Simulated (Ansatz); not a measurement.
# Lu (P6_3/mmc): a Bloch–Grüneisen fit of the computed resistivity

Aim: condense the phonon-limited resistivity of Lu (P6_3/mmc) into a transport Debye temperature and an amplitude, and test the fit on a temperature held back.

The resistivities were computed with Ansatz 0.2.0 (DFT PBE, scalar-relativistic, plane waves, PAW) from the linearised Boltzmann equation with harmonic phonons, on q 6×6×3, k 18×18×9, scattering 36×36×20; the fit below is done by hand on them.

**What experiment says.**

“CRC Handbook of Chemistry and Physics, 84th edition, Electrical Resistivity of Pure Metals” (2003, CRC Press, section 12, read from Wikipedia's data page) quotes from earlier work for Lu (bulk crystal): resistivity at 295 K 58.2 μΩ cm.

**1. The data**

It takes space group P6_3/mmc (No. 194, hexagonal). The conventional cell has a = 3.505 Å, b = 3.505 Å, c = 5.463 Å, α = 90.00°, β = 90.00°, γ = 120.00°. Lu on site c has 12 Lu at 3.40 to 3.50 Å as nearest neighbours.

This is the relaxed cell of the run, from steps not shown here.

The mean resistivity of the three axes from 50 to 800 K, with one row held back; the colder rows stay outside the fit and test it at the end:

```csv
T (K),ρ (μΩ cm)
50,4.967
80,10.49
100,13.96
150,22.27
200,30.36
273,?
300,46.42
400,62.52
500,78.73
600,95.02
800,127.7
```

**2. Model and fit**

Bloch and Grüneisen's form is ρ(T) = A (T/Θ)⁵ J₅(Θ/T), with J₅(z) the integral of x⁵/((eˣ − 1)(1 − e⁻ˣ)) from 0 to z. It goes as T⁵ far below Θ and as A T/(4Θ) far above. For a trial Θ the best A is the geometric mean of ρ/[(T/Θ)⁵ J₅] over the rows, and the scatter of that ratio measures the fit:

```csv
Θ (K),A (μΩ cm),scatter (%)
90,53.74,8.6
120,73.46,4.8
136,84.58,2.5
150,94.72,0.6
164,105.3,2.4
188,124.4,6.9
224,156.1,14.4
```

The scatter is least at Θ = 150 K, with A = 94.72 μΩ cm (0.6 % r.m.s.).

```csv
T (K),computed,fit
50,4.967,4.978
80,10.49,10.45
100,13.96,13.97
150,22.27,22.41
200,30.36,30.61
300,46.42,46.71
400,62.52,62.65
500,78.73,78.54
600,95.02,94.39
800,127.7,126.0
```

**3. The row held back**

At T = 273 K, Θ/T = 0.549, J₅ = 0.02241 and (T/Θ)⁵ = 19.97, so the fit gives 42.38 μΩ cm. The computed value is 42.09 μΩ cm: the fit is off by +0.70 %. Outside its range, at 20 K, it gives 0.381 against 0.342 μΩ cm computed, 1.11 times that; at that temperature the run's own test moves by 3 % between meshes in the component that moves most. Among the rows used, the largest miss is -1.3 %, at 800 K.

**4. What the two numbers mean**

Θ = 150 K is 1.48 times ħω_log/k_B (101 K) and 0.86 of the highest phonon frequency (175 K). The high-temperature slope of the fit, A/(4Θ), is 0.158 μΩ cm/K. The same slope from the run's transport coupling and plasma energy, 2π k_B λ_tr/(ħ ε₀ ω_p²) with λ_tr = 0.587, 0.587, 0.582 (xx, yy, zz) and ħω_p = 3.46, 3.46, 5.15 (xx, yy, zz) eV, is 0.161 μΩ cm/K in the mean of the axes, +1.9 % from it. For comparison, the computed rows rise by 0.163 μΩ cm/K between the two hottest.

**5. Summary of results**

- Θ: 150 K
- A: 94.72 μΩ cm
- scatter of the fit: 0.6 %
- held-back row at 273 K, fit against computed: 42.38 against 42.09 μΩ cm

**Reading.** Two numbers, Θ = 150 K and A = 94.7 μΩ cm, hold the computed ρ(T) from 50 to 800 K within 0.61 % r.m.s. and predict the held-back row within 0.70 %. By the run's own test the resistivity at 300 K moves by 2 % between its two finest scattering meshes, in the component that moves most. The mean hides an anisotropy: at 300 K the components are 56.9, 56.9, 25.5 (xx, yy, zz) μΩ cm. Spin–orbit coupling is left out. The fit describes the calculation: impurities, thermal expansion, changes of phase and anharmonicity are in neither.

Calculation against experiment:

| quantity | measured | q 6×6×3, fine 36×36×20 |
| --- | --- | --- |
| resistivity at 295 K (computed: phonon part alone; the measured value holds the sample's residual resistivity) (μΩ cm) | 58.2 | 45.62 (-21.6 %) |

Measured values from CRC Press, section 12, read from Wikipedia's data page (2003).

**Verdict.** The resistivity at 295 K is off by -21.6 %: a clear miss.

[Logs are printed without paths, hosts, clocks, repeated set-up lines and the standing remarks that a program may print on its own settings, such as how far it seeks lower states.]

[Hosts, paths, dates, database ids (printed as entryN), source tags and the programs' standing remarks are cut or masked in the printed files.]
